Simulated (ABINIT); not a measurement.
# RbSnH3 (Pm-3m): zone-centre phonons, part 2 of 3

Which modes does RbSnH3 (Pm-3m) have at the zone centre?

ABINIT 10.8.3; DFT LDA, scalar-relativistic, plane waves, PseudoDojo norm-conserving pseudopotentials.

So far. Step 5 (Relaxing the cell and atoms): The volume changes by -1.4 % in this run and stands -29.0 % from the first cell. Step 6 (Self-consistent run for the response): The cell stands at -0.52 GPa: the relaxation ran with a smoothed and higher cutoff, and the difference is a stress of the finite basis. The relaxed cell has a = 4.284 Å (conventional setting).

The structure was built from a prototype and need not be the compound's stable phase.

### Step 7. Zone-centre response

At q = 0 one unit cell holds all displacements. The response is solved for single atoms along the cell's directions, and symmetry skips those that follow from others. The crystal is treated as a metal, which screens a static field, so no field response is asked.

Contents of dfpt_gamma.abi:

```

# common to the responses
getwfk_filepath "gso_WFK"
kptopt 2
nqpt 1
qpt 0.0 0.0 0.0
asr 0
chneut 0

# displacements
rfphon 1
rfatpol 1 5
rfdir 1 1 1
tolvrs 1.0d-10
prtwf 0

# basis, mesh and filling
ecut 32.0
ngkpt 6 6 6
nshiftk 1
shiftk 0.0 0.0 0.0
istwfk *1
occopt 7
tsmear 0.01
nband 20
nstep 100
diemac 1000000.0
prtebands 0
prtgsr 0

# cell and atoms
acell 3*1.0 Angstrom
rprim 
    4.284489265 0.0 0.0
    0.0 4.284489265 0.0
    0.0 0.0 4.284489265
ntypat 3
znucl 37 50 1
natom 5
typat 1 2 3 3 3
xred 
    0.0 0.0 0.0
    0.5 0.5 0.5
    0.5 0.5 0.0
    0.5 0.0 0.5
    0.0 0.5 0.5
pp_dirpath "./pseudo"
pseudos "Rb.upf, Sn.upf, H.upf"
```

On the command line:

```bash
> OMP_NUM_THREADS=1 mpirun -n 4 abinit dfpt_gamma.abi > dfpt_gamma.log
```

Numbers of over 12 decimals in the logs are rounded to 6 here.

dfpt_gamma.abo, the main output file:

```text
[banners, grids, parts of the stress and lines that vanish by symmetry left out]
- input  file    -> dfpt_gamma.abi
- output file    -> dfpt_gamma.abo
- root for input  files -> dfpt_gammai
- root for output files -> dfpt_gammao

 Symmetries : space group Pm -3 m (#221); Bravais cP (primitive cubic)
================================================================================
 Values of the parameters that define the memory need of the present run (RF).
     intxc =       0      iscf =       7    lmnmax =       6     lnmax =       6
     mgfft =      45  mpssoang =       3    mqgrid =    3001     natom =       5
  nloc_mem =       1    nspden =       1   nspinor =       1    nsppol =       1
      nsym =      48    n1xccc =    2501    ntypat =       3    occopt =       7
   xclevel =       1
-    mband =          20        mffmem =           1         mkmem =          28
-   mkqmem =          28        mk1mem =          28           mpw =        4636
      nfft =       91125          nkpt =         112
- my_mband =          20
================================================================================
================================================================================

--------------------------------------------------------------------------------
------------- Echo of variables that govern the present computation ------------
--------------------------------------------------------------------------------
-
- outvars: echo of selected default values
-   iomode0 =  0 , fftalg0 =312 , wfoptalg0 =  0
-
- outvars: echo of global parameters not present in the input file
-  max_nthreads =    1
-
 -outvars: echo values of preprocessed input variables
 [... echo left out ...]
================================================================================

 chkinp: Checking input parameters for consistency.

[...]
== DATASET  1 ==================================================================
-   mpi_nproc: 4, omp_nthreads: 1 (-1 if OMP is not activated)

--- !DatasetInfo
iteration_state: {dtset: 1, }
dimensions: {natom: 5, nkpt: 112, mband: 20, nsppol: 1, nspinor: 1, nspden: 1, mpw: 4636, }
cutoff_energies: {ecut:  32.0, pawecutdg:  -1.0, }
electrons: {nelect:   2.60000000E+01, charge:   0.00000000E+00, occopt:   7.00000000E+00, tsmear:   1.00000000E-02, }
meta: {optdriver: 1, rfphon: 1, }
...

 mkfilename: getwfk from: gso_WFK

 Real(R)+Recip(G) space primitive vectors, cartesian coordinates (Bohr,Bohr^-1):
 R(1)=  8.0965113  0.0000000  0.0000000  G(1)=  0.1235100  0.0000000  0.0000000
 R(2)=  0.0000000  8.0965113  0.0000000  G(2)=  0.0000000  0.1235100  0.0000000
 R(3)=  0.0000000  0.0000000  8.0965113  G(3)=  0.0000000  0.0000000  0.1235100
 Unit cell volume ucvol=  5.3075461E+02 bohr^3
 Angles (23,13,12)=  9.00000000E+01  9.00000000E+01  9.00000000E+01 degrees
 setup1 : take into account q-point for computing boxcut.

 getcut: wavevector=  0.0000  0.0000  0.0000  ngfft=  45  45  45
         ecut(hartree)=     32.000   => boxcut(ratio)=   2.13410

--- Pseudopotential description ------------------------------------------------
- pspini: atom type   1  psp file is ./pseudo/Rb.upf

- pspini: atom type   2  psp file is ./pseudo/Sn.upf

- pspini: atom type   3  psp file is ./pseudo/H.upf

   1.76734806E+03                                ecore*ucvol(ha*bohr**3)
--------------------------------------------------------------------------------

 ==>  initialize data related to q vector <==

 The list of irreducible perturbations for this q vector is:
    1)    idir= 1    ipert=   1
    2)    idir= 1    ipert=   2
    3)    idir= 1    ipert=   3
    4)    idir= 3    ipert=   3

[...]
The perturbation idir=   2  ipert=   1 is
 symmetric of a previously calculated perturbation.
 So, its SCF calculation is not needed.

 The perturbation idir=   3  ipert=   1 is
 symmetric of a previously calculated perturbation.
 So, its SCF calculation is not needed.

 The perturbation idir=   2  ipert=   2 is
 symmetric of a previously calculated perturbation.
 So, its SCF calculation is not needed.

 The perturbation idir=   3  ipert=   2 is
 symmetric of a previously calculated perturbation.
 So, its SCF calculation is not needed.

[...]
The perturbation idir=   2  ipert=   5 is
 symmetric of a previously calculated perturbation.
 So, its SCF calculation is not needed.

 The perturbation idir=   3  ipert=   5 is
 symmetric of a previously calculated perturbation.
 So, its SCF calculation is not needed.

--------------------------------------------------------------------------------
 Perturbation wavevector (in red.coord.)   0.000000  0.000000  0.000000
 Perturbation : displacement of atom   1   along direction   1
 Found     8 symmetries that leave the perturbation invariant.

[...]
dfpt_looppert : total number of electrons, from k and k+q
  fully or partially occupied states are    2.600000E+01 and    2.600000E+01.
 Initialisation of the first-order wave-functions :
  ireadwf=   0

--- !BeginCycle
iteration_state: {dtset: 1, }
solver: {iscf: 7, nstep: 100, nline: 4, wfoptalg: 0, }
tolerances: {tolvrs: 1.00E-10, }
...

     iter   2DEtotal(Ha)        deltaE(Ha) residm    vres2
-ETOT  1   1.652095     -1.256E+03 5.071E+00 2.494E+02
 ETOT  2  0.796892     -8.552E-01 1.623E-01 9.610E+01
 ETOT  3  0.757354     -3.954E-02 4.143E-02 1.070E+01
 ETOT  4  0.755500     -1.854E-03 3.243E-03 1.581E+00
 ETOT  5  0.754852     -6.482E-04 2.041E-03 5.072E-02
[...]
At SCF step   10       vres2   =  1.58E-11 < tolvrs=  1.00E-10 =>converged.
[...]
Mean square residual over all n,k,spin=   11.910E-09; max=  79.146E-07

 Thirteen components of 2nd-order total energy (hartree) are
 1,2,3: 0th-order hamiltonian combined with 1st-order wavefunctions
     kin0=   8.70691841E+02 eigvalue=   1.26554519E+02  local=  -4.33192545E+02
 4,5,6: 1st-order hamiltonian combined with 1st and 0th-order wfs
 loc psp =  -9.46455574E+02  Hartree=   3.36154243E+02     xc=  -8.26656783E+01
 note that "loc psp" includes a xc core correction that could be resolved
 7,8,9: eventually, occupation + non-local contributions
    edocc=   8.62524083E+01     enl0=   3.52839900E+02   enl1=  -1.56681380E+03
 1-9 gives the relaxation energy (to be shifted if some occ is /=2.0)
   erelax=  -1.25663469E+03
 10,11,12 Non-relaxation  contributions : frozen-wavefunctions and Ewald
 fr.local=   4.06067651E+02 fr.nonlo=   7.84730334E+02  Ewald=   7.91556854E+01
 13,14 Frozen wf xc core corrections (1) and (2)
 frxc 1  =  -1.73822282E+02  frxc 2 =   1.61258125E+02
 Resulting in :
 2DEtotal=    0.7548262775E+00 Ha. Also 2DEtotal=    0.205398693845E+02 eV
    (2DErelax=   -1.2566346875E+03 Ha. 2DEnonrelax=    1.2573895137E+03 Ha)
    (  non-var. 2DEtotal :    7.5482668213E-01 Ha)

[...]
Perturbation wavevector (in red.coord.)   0.000000  0.000000  0.000000
 Perturbation : displacement of atom   2   along direction   1
 Found     8 symmetries that leave the perturbation invariant.

[...]
dfpt_looppert : total number of electrons, from k and k+q
  fully or partially occupied states are    2.600000E+01 and    2.600000E+01.
 Initialisation of the first-order wave-functions :
  ireadwf=   0

--- !BeginCycle
iteration_state: {dtset: 1, }
solver: {iscf: 7, nstep: 100, nline: 4, wfoptalg: 0, }
tolerances: {tolvrs: 1.00E-10, }
...

     iter   2DEtotal(Ha)        deltaE(Ha) residm    vres2
-ETOT  1   5.560010     -2.182E+04 2.698E+01 6.614E+02
[...]
At SCF step   10       vres2   =  8.83E-12 < tolvrs=  1.00E-10 =>converged.
[...]
Mean square residual over all n,k,spin=   22.230E-08; max=  86.996E-06

 Thirteen components of 2nd-order total energy (hartree) are
 1,2,3: 0th-order hamiltonian combined with 1st-order wavefunctions
     kin0=   2.80045944E+04 eigvalue=   2.59925210E+03  local=  -1.37069296E+04
 4,5,6: 1st-order hamiltonian combined with 1st and 0th-order wfs
 loc psp =  -5.73810712E+03  Hartree=   1.86545144E+03     xc=  -3.12025687E+02
 note that "loc psp" includes a xc core correction that could be resolved
 7,8,9: eventually, occupation + non-local contributions
    edocc=   2.28178695E+01     enl0=   3.35006127E+03   enl1=  -3.79083365E+04
 1-9 gives the relaxation energy (to be shifted if some occ is /=2.0)
   erelax=  -2.18232218E+04
 10,11,12 Non-relaxation  contributions : frozen-wavefunctions and Ewald
 fr.local=   2.68461388E+03 fr.nonlo=   1.89305818E+04  Ewald=   8.69160467E+01
 13,14 Frozen wf xc core corrections (1) and (2)
 frxc 1  =  -7.80455118E+02  frxc 2 =   9.01524016E+02
 Resulting in :
 2DEtotal=   -0.4120251016E-01 Ha. Also 2DEtotal=   -0.112117741817E+01 eV
    (2DErelax=   -2.1823221788E+04 Ha. 2DEnonrelax=    2.1823180585E+04 Ha)
    (  non-var. 2DEtotal :   -4.1201162685E-02 Ha)

[...]
Perturbation wavevector (in red.coord.)   0.000000  0.000000  0.000000
 Perturbation : displacement of atom   3   along direction   1
 Found     4 symmetries that leave the perturbation invariant.

[...]
dfpt_looppert : total number of electrons, from k and k+q
  fully or partially occupied states are    2.600000E+01 and    2.600000E+01.
 Initialisation of the first-order wave-functions :
  ireadwf=   0

--- !BeginCycle
iteration_state: {dtset: 1, }
solver: {iscf: 7, nstep: 100, nline: 4, wfoptalg: 0, }
tolerances: {tolvrs: 1.00E-10, }
...

     iter   2DEtotal(Ha)        deltaE(Ha) residm    vres2
-ETOT  1   1.007072     -6.030E+01 4.161E-01 9.908E+02
[...]
At SCF step   10       vres2   =  1.78E-12 < tolvrs=  1.00E-10 =>converged.
[...]
Mean square residual over all n,k,spin=   30.327E-09; max=  34.563E-06

 Thirteen components of 2nd-order total energy (hartree) are
 1,2,3: 0th-order hamiltonian combined with 1st-order wavefunctions
     kin0=   6.44002393E+01 eigvalue=   5.14096246E-01  local=  -1.39522446E+01
 4,5,6: 1st-order hamiltonian combined with 1st and 0th-order wfs
 loc psp =  -8.76782953E+01  Hartree=   1.38405207E+01     xc=  -8.25331711E+00
 note that "loc psp" includes a xc core correction that could be resolved
 7,8,9: eventually, occupation + non-local contributions
    edocc=   4.60094041E+00     enl0=  -6.45906255E-01   enl1=  -3.33303622E+01
 1-9 gives the relaxation energy (to be shifted if some occ is /=2.0)
   erelax=  -6.05043287E+01
 10,11,12 Non-relaxation  contributions : frozen-wavefunctions and Ewald
 fr.local=   5.32297791E+01 fr.nonlo=   1.68642633E+01  Ewald=  -8.79188611E+00
 13,14 Frozen wf xc core corrections (1) and (2)
 frxc 1  =   0.00000000E+00  frxc 2 =   0.00000000E+00
 Resulting in :
 2DEtotal=    0.7978275738E+00 Ha. Also 2DEtotal=    0.217099942695E+02 eV
    (2DErelax=   -6.0504328742E+01 Ha. 2DEnonrelax=    6.1302156316E+01 Ha)
    (  non-var. 2DEtotal :    7.9782757217E-01 Ha)

[...]
Perturbation wavevector (in red.coord.)   0.000000  0.000000  0.000000
 Perturbation : displacement of atom   3   along direction   3
 Found     8 symmetries that leave the perturbation invariant.

--------------------------------------------------------------------------------

--------------------------------------------------------------------------------

 dfpt_looppert : total number of electrons, from k and k+q
  fully or partially occupied states are    2.600000E+01 and    2.600000E+01.
 Initialisation of the first-order wave-functions :
  ireadwf=   0

--- !BeginCycle
iteration_state: {dtset: 1, }
solver: {iscf: 7, nstep: 100, nline: 4, wfoptalg: 0, }
tolerances: {tolvrs: 1.00E-10, }
...

     iter   2DEtotal(Ha)        deltaE(Ha) residm    vres2
-ETOT  1  -3.383856     -6.677E+01 6.973E-01 4.648E+02
[...]
ETOT  9  -3.666709     -1.140E-11 1.012E-05 9.737E-10
 ETOT 10  -3.666709      1.620E-12 1.814E-06 1.371E-11

 At SCF step   10       vres2   =  1.37E-11 < tolvrs=  1.00E-10 =>converged.
[...]
Mean square residual over all n,k,spin=   29.644E-10; max=  18.141E-07

 Thirteen components of 2nd-order total energy (hartree) are
 1,2,3: 0th-order hamiltonian combined with 1st-order wavefunctions
     kin0=   6.60785466E+01 eigvalue=   6.61474201E-01  local=  -1.56510020E+01
 4,5,6: 1st-order hamiltonian combined with 1st and 0th-order wfs
 loc psp =  -9.84806922E+01  Hartree=   1.74420049E+01     xc=  -1.05656180E+01
 note that "loc psp" includes a xc core correction that could be resolved
 7,8,9: eventually, occupation + non-local contributions
    edocc=   1.00327016E+01     enl0=  -9.48276437E-01   enl1=  -3.56189695E+01
 1-9 gives the relaxation energy (to be shifted if some occ is /=2.0)
   erelax=  -6.70498308E+01
 10,11,12 Non-relaxation  contributions : frozen-wavefunctions and Ewald
 fr.local=  -8.69367957E+00 fr.nonlo=   1.56912228E+01  Ewald=   5.63855788E+01
 13,14 Frozen wf xc core corrections (1) and (2)
 frxc 1  =   0.00000000E+00  frxc 2 =   0.00000000E+00
 Resulting in :
 2DEtotal=   -0.3666708793E+01 Ha. Also 2DEtotal=   -0.997762292186E+02 eV
    (2DErelax=   -6.7049830827E+01 Ha. 2DEnonrelax=    6.3383122034E+01 Ha)
    (  non-var. 2DEtotal :   -3.6667088226E+00 Ha)

[...]
---- first-order wavefunction calculations are completed ----

 ==> Compute Derivative Database <==

 [... matrices left out ...]
  Phonon wavevector (reduced coordinates) :  0.00000  0.00000  0.00000
 Phonon energies in Hartree :
  -5.534965E-03 -5.534965E-03 -5.534965E-03  1.358682E-05  1.358682E-05
   1.358682E-05  3.774144E-04  3.774144E-04  3.774144E-04  2.542324E-03
   2.542324E-03  2.542324E-03  2.627901E-03  2.627901E-03  2.627901E-03
 Phonon frequencies in cm-1    :
- -1.214784E+03 -1.214784E+03 -1.214784E+03  2.981962E+00  2.981962E+00
-  2.981962E+00  8.283289E+01  8.283289E+01  8.283289E+01  5.579756E+02
-  5.579756E+02  5.579756E+02  5.767576E+02  5.767576E+02  5.767576E+02

== END DATASET(S) ==============================================================
================================================================================

 -outvars: echo values of variables after computation
            acell      1.8897261259E+00  1.8897261259E+00  1.8897261259E+00 Bohr
           etotal     -3.6667087930E+00
            fcart      0.0000000000E+00  0.0000000000E+00  0.0000000000E+00
           strten      0.0000000000E+00  0.0000000000E+00  0.0000000000E+00
================================================================================
```

Elapsed: 2.9 min, on 4 MPI ranks of Arm Neoverse V1, shared host.

Read from the output:

| Item | Value |
| --- | --- |
| largest acoustic frequency at the zone centre before the sum rule | 2.98 cm⁻¹ |
| highest optical zone-centre mode (no LO-TO term) | 576.8 cm⁻¹ |
| lowest optical zone-centre mode | -1215 cm⁻¹ |

The acoustic modes at Γ come out as far as 3.0 cm⁻¹ from zero, where they should vanish, a small numerical error. The lowest optical mode is imaginary, 1215i cm⁻¹, an instability at this level and on this k mesh.

[end of part 2 of 3]

[Host names and launcher messages were left out of these logs when they were recorded.]

[Logs are printed without paths, hosts, clocks, repeated set-up lines and the standing remarks that a program may print on its own settings, such as how far it seeks lower states.]

[Hosts, paths, dates, database ids (printed as entryN), source tags and the programs' standing remarks are cut or masked in the printed files.]
